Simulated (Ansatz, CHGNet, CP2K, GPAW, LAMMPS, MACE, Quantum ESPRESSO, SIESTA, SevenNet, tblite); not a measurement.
**CP2K on glassy 74TiO2-26ZrO2 (mol %) (105 atoms): settings against a plane-wave reference**

Wanted: CP2K inputs and outputs for glassy 74TiO2-26ZrO2 (mol %) (105 atoms), checked against a plane-wave reference.

Method: the method is named at each step, in CP2K 2026.2.

## (1) Starting point

The cell holds 105 atoms: 26 Ti, 9 Zr and 70 O. Cell: a = 11.023 Å, b = 11.023 Å, c = 11.023 Å, α = 90.0°, β = 90.0°, γ = 90.0°. 105 atoms (26 Ti, 9 Zr, 70 O) placed at random at 3.98 g/cm³, melted at 4000 K for 10 ps at fixed volume with the Morse and Coulomb pair potential with partial charges (Pedone, Malavasi, Menziani, Cormack and Segre, J. Phys. Chem. B 110, 11780 (2006)). Quenched from 4000 K to 300 K at 50 K/ps and fixed volume, held 10 ps at zero pressure, then minimised at fixed cell.

The yardstick, on the same geometry:

```
method                                           : Kohn-Sham DFT, PBE, PAW, plane waves (Ansatz 0.2.0); cutoff 420 eV, Γ point, fermi-dirac smearing of 0.05 eV; PAW set soft_2
r.m.s. force component                           : 0.5982 eV/Å
longest force                                    : 2.524 eV/Å
pressure                                         : 1.119 GPa
gap (highest filled to lowest empty level) : 2.452 eV
SCF cycles                                       : 12
time                                             : 47 s on 4 threads of Arm Neoverse V1, shared host
CPU time                                         : 3 min
```

## (2) PBE, DZVP-MOLOPT-SR, 800/50 Ry, diagonalisation

Method: Kohn-Sham DFT, PBE, GTH-PBE pseudopotentials, Gaussian and plane waves, DZVP-MOLOPT-SR-GTH, diagonalisation.

File input.inp:

```
&GLOBAL
  PROJECT cell
  RUN_TYPE ENERGY_FORCE
  PRINT_LEVEL LOW
&END GLOBAL
&FORCE_EVAL
  METHOD QS
  STRESS_TENSOR ANALYTICAL
  &DFT
    BASIS_SET_FILE_NAME BASIS_MOLOPT
    POTENTIAL_FILE_NAME GTH_POTENTIALS
    &MGRID
      CUTOFF 800
      REL_CUTOFF 50
      NGRIDS 5
    &END MGRID
    &QS
      EPS_DEFAULT 1.0E-12
    &END QS
    &SCF
      SCF_GUESS ATOMIC
      EPS_SCF 5.0E-06
      MAX_SCF 200
      ADDED_MOS 14
      &DIAGONALIZATION
        ALGORITHM STANDARD
      &END DIAGONALIZATION
      &SMEAR ON
        METHOD FERMI_DIRAC
        ELECTRONIC_TEMPERATURE [K] 580
      &END SMEAR
      &MIXING
        METHOD BROYDEN_MIXING
        ALPHA 0.3
        NBROYDEN 12
      &END MIXING
      &PRINT
        &RESTART OFF
        &END RESTART
      &END PRINT
    &END SCF
    &XC
      &XC_FUNCTIONAL PBE
      &END XC_FUNCTIONAL
    &END XC
    &PRINT
      &MULLIKEN ON
      &END MULLIKEN
      &HIRSHFELD ON
        SHAPE_FUNCTION DENSITY
      &END HIRSHFELD
      &MO ON
        EIGENVALUES T
        OCCUPATION_NUMBERS T
        MO_INDEX_RANGE 409 432
        &EACH
          QS_SCF 0
        &END EACH
        ADD_LAST NUMERIC
      &END MO
    &END PRINT
  &END DFT
  &SUBSYS
    &CELL
      A 11.02260 0.00000 0.00000
      B 0.00000 11.02260 0.00000
      C 0.00000 0.00000 11.02260
    &END CELL
    &COORD
      Ti 6.11346 7.98213 3.61365
      Ti 3.83090 11.00518 0.94034
      Ti 2.65457 2.68962 0.78018
      Ti 10.88372 8.10326 4.37917
      Ti 2.85673 8.70664 9.59506
      Ti 7.44863 4.20347 9.13597
      Ti 3.78141 0.54408 7.58190
      Ti 9.22371 6.37580 10.25741
      Ti 6.64872 2.29987 1.37099
      Ti 2.86257 3.84171 8.30773
      Ti 6.80436 0.63567 9.20211
      Ti 10.17981 0.95952 7.94994
      Ti 6.24926 7.74415 8.82822
      Ti 0.62410 7.36828 1.08385
      Ti 8.06050 9.86710 6.52637
      Ti 1.73507 1.45862 5.55087
      Ti 10.99780 3.73258 9.84417
      Ti 4.49447 3.71043 3.64451
      Ti 9.85476 9.93731 10.44557
      Ti 3.45327 6.90367 1.64380
      Ti 8.83803 2.97632 5.31499
      Ti 0.91157 9.68038 7.52237
      Ti 6.85870 9.23143 0.59412
      Ti 5.96301 3.08269 6.86895
      Ti 6.44227 5.66870 1.01419
      Ti 10.07355 2.67309 2.07280
      Zr 0.88258 10.64232 2.36776
      Zr 7.98554 6.32918 6.29699
      Zr 8.98121 5.84032 3.06627
      Zr 0.88798 6.34990 7.13658
      Zr 4.42646 6.07147 5.96598
      Zr 3.31461 9.38718 4.32152
      Zr 5.98825 0.73047 4.68835
      Zr 1.50293 4.79384 3.67901
      Zr 8.58209 10.71595 2.85992
      O 0.76662 0.49822 6.85198
      O 5.35599 9.74607 4.47253
      O 0.25870 9.23815 0.88302
      O 6.20727 6.95735 5.09200
      O 3.55181 5.26814 4.11694
      O 10.47863 7.19908 2.53343
      O 9.43612 8.17271 10.14443
      O 0.47772 8.51099 6.17817
      O 1.82435 1.12232 1.12486
      O 0.16358 10.11709 9.15240
      O 8.93723 0.31205 9.38563
      O 2.69029 3.59127 2.34848
      O 7.37588 4.52720 7.27866
      O 9.64191 10.36356 7.04895
      O 8.54351 5.90216 0.94001
      O 8.36560 2.99638 1.55364
      O 7.03815 2.46509 8.53634
      O 9.25976 4.42800 9.64676
      O 2.78982 5.35809 7.07419
      O 1.61823 3.21254 5.06268
      O 5.22868 4.14218 5.46578
[... 45 atom lines left out ...]
      O 9.46621 2.19184 3.86717
      O 6.90588 6.26932 2.77560
      O 2.46620 7.66159 0.28262
      O 5.36294 10.08116 1.00791
    &END COORD
    &KIND Ti
      BASIS_SET DZVP-MOLOPT-SR-GTH-q12
      POTENTIAL GTH-PBE-q12
    &END KIND
    &KIND Zr
      BASIS_SET DZVP-MOLOPT-SR-GTH-q12
      POTENTIAL GTH-PBE-q12
    &END KIND
    &KIND O
      BASIS_SET DZVP-MOLOPT-SR-GTH-q6
      POTENTIAL GTH-PBE-q6
    &END KIND
  &END SUBSYS
  &PRINT
    &FORCES ON
    &END FORCES
    &STRESS_TENSOR ON
    &END STRESS_TENSOR
  &END PRINT
&END FORCE_EVAL
```

Launch:

```console
OMP_NUM_THREADS=2 cp2k.psmp -i input.inp > output.txt
```

Numbers of over 12 decimals in the logs are rounded to 6 here.

Output:

```text
CP2K| version string:                                       CP2K version 2026.2
 CP2K| Input file name                                                 input.inp
 GLOBAL| Basis set file name                                        BASIS_MOLOPT
 GLOBAL| Potential file name                                      GTH_POTENTIALS
 GLOBAL| Run type                                                   ENERGY_FORCE
 GLOBAL| Total number of message passing processes                             1
 GLOBAL| Number of threads for this process                                    2
 TOTAL NUMBERS AND MAXIMUM NUMBERS
  Total number of            - Atomic kinds:                                   3
                             - Atoms:                                        105
                             - Shell sets:                                   105
                             - Shells:                                       630
                             - Primitive Cartesian functions:                569
                             - Cartesian basis functions:                   2065
                             - Spherical basis functions:                   1820
  Maximum angular momentum of- Orbital basis functions:                        3
                             - Local part of the GTH pseudopotential:          2
                             - Non-local part of the GTH pseudopotential:      4
 SCF PARAMETERS         Density guess:                                    ATOMIC
                        max_scf:                                             200
                        eps_scf:                                        5.00E-06
                        added MOs                                        14    0
                        Mixing method:                            BROYDEN_MIXING
                                                charge density mixing in g-space
                        Smear method:                                FERMI_DIRAC
                        Electronic temperature [K]:                        580.0
                        Electronic temperature [a.u.]:                  1.84E-03
                        Accuracy threshold:                             1.00E-10
 Extrapolation method: initial_guess
 Number of electrons:                                                        840
 Number of occupied orbitals:                                                420
 Number of molecular orbitals:                                               434
 Number of orbital functions:                                               1820
 Number of independent orbital functions:                                   1820
 SCF WAVEFUNCTION OPTIMIZATION
  Step     Update method      Time    Convergence         Total energy    Change
     1 NoMix/Diag. 0.30E+00   19.2     2.03447446     -3068.8460759796 -3.07E+03
     2 Broy./Diag. 0.30E+00   25.6     0.46995104     -2996.1857439024  7.27E+01
     3 Broy./Diag. 0.30E+00   26.7     0.10559948     -3061.2065777806 -6.50E+01
     4 Broy./Diag. 0.30E+00   28.2     0.05786686     -3066.2620859458 -5.06E+00
[...]
15 Broy./Diag. 0.30E+00   26.7     0.00000716     -3066.1032959796 -6.12E-04
    16 Broy./Diag. 0.30E+00   26.6     0.00000280     -3066.1036024379 -3.06E-04
  *** SCF run converged in    16 steps ***
  Electronic density on regular grids:       -839.9999999999        0.0000000001
  Core density on regular grids:              839.9999999997       -0.0000000003
  Total charge density on r-space grids:       -0.0000000003
  Total charge density g-space grids:          -0.0000000003
  Overlap energy of the core charge distribution:               1.255e-10
  Self energy of the core charge distribution:              -6464.071932
  Core Hamiltonian energy:                                   1703.483907
  Hartree energy:                                            2185.063355
  Exchange-correlation energy:                               -490.578932
  Electronic entropic energy:                                  -1.384e-11
  Fermi energy:                                                 0.233362
  Total energy:                                             -3066.103602
  Total energy (extrapolated to T->0):                      -3066.103602
 MO| EIGENVALUES AND OCCUPATION NUMBERS
 MO|
 MO|  Index      Eigenvalue [a.u.]        Eigenvalue [eV]             Occupation
 MO|    409               0.173265               4.714767               2.000000
 MO|    410               0.174403               4.745753               2.000000
 MO|    411               0.176448               4.801390               2.000000
[...]
MO|    431               0.290312               7.899779               0.000000
 MO|    432               0.292977               7.972298               0.000000
 MO| Sum:                                                             840.000000
 MO| E(Fermi):            0.233362 a.u.          6.350096 eV
 !-----------------------------------------------------------------------------!
                     Mulliken Population Analysis
 #  Atom  Element  Kind  Atomic population                           Net charge
       1     Ti       1         10.928101                              1.071899
       2     Ti       1         10.970578                              1.029422
       3     Ti       1         10.911815                              1.088185
[...]
104     O        3          6.637098                             -0.637098
     105     O        3          6.451422                             -0.451422
 # Total charge                            840.000000                  0.000000
 !-----------------------------------------------------------------------------!
 !-----------------------------------------------------------------------------!
                           Hirshfeld Charges
  #Atom  Element  Kind  Ref Charge     Population                    Net charge
      1       Ti     1      12.000         11.414                         0.586
      2       Ti     1      12.000         11.438                         0.562
      3       Ti     1      12.000         11.408                         0.592
[...]
104       O      3       6.000          6.304                        -0.304
    105       O      3       6.000          6.297                        -0.297
  Total Charge                                                            0.000
 !-----------------------------------------------------------------------------!
 ENERGY| Total FORCE_EVAL ( QS ) energy [hartree]          -3066.103620
 FORCES| Atomic forces [hartree/bohr]
 FORCES|   Atom     x               y               z               |f|
 FORCES|      1 -1.83184375E-02  1.10220415E-04 -6.26645821E-03   1.93609349E-02
 FORCES|      2 -1.34422668E-02  4.49753082E-03  1.15897151E-02   1.83096645E-02
 FORCES|      3 -3.34037317E-03 -2.82018702E-02  1.81808670E-02   3.37201350E-02
[...]
FORCES|    104  3.15253380E-04  7.06924367E-03 -1.10038913E-02   1.30827832E-02
 FORCES|    105  4.54782851E-03  4.16856496E-03  5.89596034E-03   8.53358227E-03
 FORCES| Sum    -2.02854016E-03  2.13408494E-03  9.58371679E-06
 FORCES| Total atomic force                                       2.94438204E-03
 STRESS| Analytical stress tensor [bar]
 STRESS|                        x                   y                   z
 STRESS|      x        2.62812415372E+04   5.33123334021E+03  -9.23087634282E+03
 STRESS|      y        5.33123334021E+03   5.97296553386E+02   8.00063938182E+03
 STRESS|      z       -9.23087634282E+03   8.00063938182E+03   1.03029312763E+04
 STRESS| 1/3 Trace                                             1.23938231223E+04
```

The job ended after 8.8 min (2 threads of Arm Neoverse V1, shared host; peak memory 6.1 GiB).

Banners, paths, timers and routine set-up lines are dropped from the logs unmarked, and long logs keep their key lines alone; longer cuts are marked.

Compared with the plane-wave run:

```yaml
r_m_s_force_component: 0.6192 eV/Å
r_m_s_difference_of_force_components: 34.55 meV/Å
longest_difference_of_force_vectors: 147.8 meV/Å
force_difference_over_r_m_s_force: 5.775 %
slope_of_forces_against_the_reference_s: 1.034
correlation_of_force_components: 0.999
spacing_of_highest_filled_and_lowest_empty_level: 2.373 eV
gap_difference: -0.0781 eV
pressure: 1.239 GPa
pressure_difference: 0.1206 GPa
```

Length of the force difference by element (eV/Å):

```
element  atoms   mean   most
      O     70  0.057   0.15
     Ti     26  0.052  0.099
     Zr      9  0.058   0.10
```

Levels nearest the highest filled one (eV from it): -0.44, -0.41, -0.35, -0.30, -0.30, -0.26, -0.24, -0.19, -0.16, -0.07, -0.04, 0.00, 2.37, 2.47, 2.50, 2.55, 2.61, 2.64, 2.65, 2.67, 2.69, 2.73, 2.75, 2.82.

Local excerpt of 12 atoms (numbers count through the whole input) about O69, which bears the longest force; x, y, z are measured from there.

```
atom      x      y      z  distance (Å)  bonds  Hirshfeld charge (e)     Fx     Fy  Fz (eV/Å)
 O69   0.00   0.00   0.00          0.00      3                 -0.32  -0.81  -2.27       0.94
Ti15   0.44   1.62  -0.59          1.77      4                  0.56   0.16   0.74       0.43
Zr28   0.36  -1.92  -0.82          2.12      7                  0.70   1.62   0.24       1.36
Ti13  -1.37  -0.51   1.71          2.25      5                  0.63   1.20  -0.59       0.02
 O60  -1.99  -1.67   0.45          2.64      3                 -0.32   0.07  -0.03      -0.44
 O61  -0.62   2.65   0.37          2.74      2                 -0.30  -0.44   0.42      -0.08
 O39  -1.42  -1.29  -2.02          2.79      3                 -0.31   0.55  -0.17       0.51
 O97  -0.04  -1.88   2.21          2.90      3                 -0.29  -0.99  -0.21      -0.70
 O49   2.02   2.11  -0.07          2.92      3                 -0.30   1.37  -0.53       0.16
 O99  -0.80   1.09   2.62          2.95      3                 -0.30   0.12   1.18      -0.36
 O94   1.47  -0.92  -2.41          2.97      3                 -0.32  -0.44  -0.54      -0.42
 O96   2.22  -1.98   0.20          2.98      2                 -0.36   0.24  -0.02      -0.43
```

Forces lie 5.8 % from the reference's, at 5.2 times its CPU time (on 2 against 4 cores).

(Continued in part 2 of 2.)

[Also dropped from logs without a mark: logging warnings of Python, and SIESTA's first energy breakdown and zero terms.]

[Logs are printed without paths, hosts, clocks, repeated set-up lines and the standing remarks that a program may print on its own settings, such as how far it seeks lower states.]

[Hosts, paths, dates, database ids (printed as entryN), source tags and the programs' standing remarks are cut or masked in the printed files.]
